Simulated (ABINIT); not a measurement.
# CsPbI2Br (P4/mmm): G0W0 in ABINIT against the bands in the self-energy, part 2 of 2

Aim: move the bands in the self-energy of a G0W0 run on CsPbI2Br (P4/mmm) over a wide range.

ABINIT 10.8.3; PBE and many-body steps on it, plane waves. Known limits of the many-body steps: not at the basis limit; exchange with frozen shells missing; no spin-orbit coupling; coarse k mesh.

So far. Step 2 (Screening, 2×2×2 mesh, 328 bands, screening to 176.9 eV): Local fields lower ε∞ by 13 %. On a Γ-centred mesh this coarse the value itself is usually too large, while a short band sum pulls it down.

## (6) 99 bands

Level of this step: G0W0 on PBE, plane waves, norm-conserving pseudopotentials (ABINIT).

The self-energy is evaluated for the states that the input lists, and the levels follow from it, in one-shot runs by the linearised quasiparticle equation.

Contents of run.abi:

```
acell 3*1.0 Angstrom
rprim 
  6.375296000000 0.000000000000 0.000000000000
  0.000000000000 6.375296000000 0.000000000000
  0.000000000000 0.000000000000 5.962220000000
ntypat 4
znucl 55 82 53 35
natom 5
typat 1 2 3 3 4
xred 
  0.500000000000 0.500000000000 0.500000000000
  0.000000000000 0.000000000000 0.000000000000
  0.000000000000 0.500000000000 0.000000000000
  0.500000000000 0.000000000000 0.000000000000
  0.000000000000 0.000000000000 0.500000000000
pp_dirpath "pseudos"
pseudos "Cs.upf, Pb.upf, I.upf, Br.upf"
ecut 31
ngkpt 2 2 2
nshiftk 1
shiftk 0 0 0
kptopt 1
chksymbreak 0
istwfk *1
occopt 1
irdwfk 1
optdriver 4
nband 99
gwcalctyp 0
ecutsigx 31
symsigma 1
nkptgw 2
kptgw 
  0.5000000000 0.5000000000 0.5000000000
  0.0000000000 0.0000000000 0.0000000000
bdgw 
  21 24
  21 24
ecuteps 6.5
irdscr 1
ppmodel 1
indata_prefix "in"
outdata_prefix "out"
tmpdata_prefix "tmp"
```

On the command line:

```bash
OMP_NUM_THREADS=1 mpirun -n 4 abinit run.abi > log
```

Output:

```text
.Version 10.8.3 of ABINIT. v10.8.2 released Aug 2026.

 Symmetries : space group P4/m m m (#123); Bravais tP (primitive tetrag.)
[... echo of the input left out ...]
== DATASET  1 ==================================================================
-   mpi_nproc: 4, omp_nthreads: 1 (-1 if OMP is not activated)

--- !DatasetInfo
iteration_state: {dtset: 1, }
dimensions: {natom: 5, nkpt: 6, mband: 99, nsppol: 1, nspinor: 1, nspden: 1, mpw: 13544, }
cutoff_energies: {ecut:  31.0, pawecutdg:  -1.0, }
[...]
Band     E0 <VxcDFT>   SigX SigC(E0)      Z dSigC/dE  Sig(E)    E-E0       E
[...]
23   4.212  -5.717  -2.343  -2.965   0.831  -0.204  -5.377   0.340   4.552
       24   5.103  -5.996  -2.567  -2.903   0.829  -0.206  -5.560   0.437   5.540

== END DATASET(S) ==============================================================
================================================================================

 -outvars: echo values of variables after computation  --------
           etotal      0.0000000000E+00
            nband          99
             nkpt           6
          spgroup         123
 [... the other variables as echoed above ...]

 Calculation completed.
```

Run time: 2.3 min. Hardware: 4 MPI ranks of Intel Xeon 6975P-C (Granite Rapids), shared host; peak memory 4.2 GiB.

This step gave:

- G0W0 gap on the points computed: 2.027 eV
- starting gap on the mesh: 1.465 eV
- k of the valence top: 0.5, 0.5, 0.5
- k of the conduction bottom: 0.5, 0.5, 0.5
- least direct G0W0 gap on the computed points: 2.027 eV

The gap on the mesh goes from 1.46 eV to 2.03 eV, a correction of +0.56 eV.

## (7) 201 bands

run.abi: that of step 6 with these lines changed.

```diff
@@ -27,3 +27,3 @@
 optdriver 4
-nband 99
+nband 201
 gwcalctyp 0
```

Output:

```text
.Version 10.8.3 of ABINIT. v10.8.2 released Aug 2026.

 Symmetries : space group P4/m m m (#123); Bravais tP (primitive tetrag.)
[... echo of the input left out ...]
== DATASET  1 ==================================================================
-   mpi_nproc: 4, omp_nthreads: 1 (-1 if OMP is not activated)

--- !DatasetInfo
iteration_state: {dtset: 1, }
dimensions: {natom: 5, nkpt: 6, mband: 201, nsppol: 1, nspinor: 1, nspden: 1, mpw: 13544, }
cutoff_energies: {ecut:  31.0, pawecutdg:  -1.0, }
[...]
Band     E0 <VxcDFT>   SigX SigC(E0)      Z dSigC/dE  Sig(E)    E-E0       E
[...]
23   4.212  -5.717  -2.343  -3.152   0.828  -0.207  -5.533   0.184   4.396
       24   5.103  -5.996  -2.567  -3.083   0.827  -0.210  -5.709   0.287   5.390

== END DATASET(S) ==============================================================
================================================================================

 -outvars: echo values of variables after computation  --------
           etotal      0.0000000000E+00
            nband         201
             nkpt           6
          spgroup         123
 [... the other variables as echoed above ...]

 Calculation completed.
```

Elapsed: 4.9 min, on 4 MPI ranks; peak memory 5.2 GiB; 20 min of CPU time.

Numbers from this step:

| Quantity | Value |
| --- | --- |
| G0W0 gap on the points computed | 2.164 eV |
| starting gap on the mesh | 1.465 eV |
| k of the valence top | 0.5, 0.5, 0.5 |
| k of the conduction bottom | 0.5, 0.5, 0.5 |
| least direct G0W0 gap on the computed points | 2.164 eV |

Against the run before, the gap moves by +0.137 eV.

## (8) 328 bands

run.abi: that of step 7 with these lines changed.

```diff
@@ -27,3 +27,3 @@
 optdriver 4
-nband 201
+nband 328
 gwcalctyp 0
```

Output:

```text
.Version 10.8.3 of ABINIT. v10.8.2 released Aug 2026.

 Symmetries : space group P4/m m m (#123); Bravais tP (primitive tetrag.)
[... echo of the input left out ...]
== DATASET  1 ==================================================================
-   mpi_nproc: 4, omp_nthreads: 1 (-1 if OMP is not activated)

--- !DatasetInfo
iteration_state: {dtset: 1, }
dimensions: {natom: 5, nkpt: 6, mband: 328, nsppol: 1, nspinor: 1, nspden: 1, mpw: 13544, }
cutoff_energies: {ecut:  31.0, pawecutdg:  -1.0, }
[...]
Band     E0 <VxcDFT>   SigX SigC(E0)      Z dSigC/dE  Sig(E)    E-E0       E
[...]
23   4.212  -5.717  -2.343  -3.214   0.828  -0.208  -5.585   0.132   4.345
       24   5.103  -5.996  -2.567  -3.147   0.826  -0.211  -5.763   0.233   5.337

== END DATASET(S) ==============================================================
================================================================================

 -outvars: echo values of variables after computation  --------
           etotal      0.0000000000E+00
            nband         328
             nkpt           6
          spgroup         123
 [... the other variables as echoed above ...]

 Calculation completed.
```

Elapsed: 7.4 min, on 4 MPI ranks; peak memory 6.4 GiB; 29 min of CPU time.

Numbers from this step:

* G0W0 gap on the points computed: 2.224 eV
* starting gap on the mesh: 1.465 eV
* k of the valence top: 0.5, 0.5, 0.5
* k of the conduction bottom: 0.5, 0.5, 0.5
* least direct G0W0 gap on the computed points: 2.224 eV

Against the run before, the gap moves by +0.060 eV.

## (9) The runs together

Times are wall times on 4 MPI ranks of Intel Xeon 6975P-C (Granite Rapids), shared host, good to a factor of about two. A run's time includes the screening step that it read.

```tsv
run	mesh	bands	screening cutoff (eV)	DFT gap (eV)	gap on the mesh (eV)	direct (eV)	ε∞ used	time
30 bands	2×2×2	30	176.9	1.465	1.942	1.942	9.99	6 min
31 bands	2×2×2	31	176.9	1.465	1.959	1.959	9.99	6 min
49 bands	2×2×2	49	176.9	1.465	1.961	1.961	9.99	6.4 min
99 bands	2×2×2	99	176.9	1.465	2.027	2.027	9.99	7.5 min
201 bands	2×2×2	201	176.9	1.465	2.164	2.164	9.99	10 min
328 bands	2×2×2	328	176.9	1.465	2.224	2.224	9.99	13 min
```

## (10) Summary of results

| Item | Value |
| --- | --- |
| 30 bands | 1.942 eV |
| 31 bands | 1.959 eV |
| 49 bands | 1.961 eV |
| 99 bands | 2.027 eV |
| 201 bands | 2.164 eV |
| 328 bands | 2.224 eV |
| known limits | not at the basis limit; exchange with frozen shells missing; no spin-orbit coupling; coarse k mesh |

**Reading.** The setting moved: bands in the self-energy. From 30 bands to 328 bands the gap moves by +0.28 eV, for 2.1 times the time. The last step still moves it by +0.060 eV. Bands and screening cutoff are coupled, so a series along one setting does not show full convergence. Bands and cutoff are finite, so the gap is not at the basis limit. The miss can reach some tenths of an eV and take either sign; the mesh is an error of its own. In the G0W0 runs levels were corrected at 2 k points alone, so a gap called «on the mesh» is the least over those, and an edge elsewhere would be missed. The 2×2×2 mesh is coarse for this cell, which bears on the long-range parts of exchange and screening. Where an edge is built on 6p states of lead, bismuth or thallium, scalar-relativistic gaps usually stand too wide, by a few tenths to over one eV. The norm-conserving file of at least one element keeps a d shell over frozen s and p shells of the same row. Exchange with those shells is missing from the self-energy, an error of 0.3 to 0.9 eV in cases checked, whose sign depends on which edge lies on those atoms. The many-body steps are scalar-relativistic: spin-orbit coupling is not in them.

[Paths, hosts, dates, memory and timing lines, banners, echoed tables and standing remarks are left out of the program output.]

[Logs are printed without paths, hosts, clocks, repeated set-up lines and the standing remarks that a program may print on its own settings, such as how far it seeks lower states.]

[Runs of the session that timed out or met a known fault of the program may be left out.]

[Hosts, paths, dates, database ids (printed as entryN), source tags and the programs' standing remarks are cut or masked in the printed files.]

[G0W0 gaps are taken among the corrected bands and points alone; a level outside them can change the order at an edge.]

[Where Ansatz stands beside ABINIT at settings called matched, ABINIT's density can come from a denser mesh and the files from another edition; pairs whose starting gaps differed by over 0.03 eV were left out, so agreement reads better than it is.]
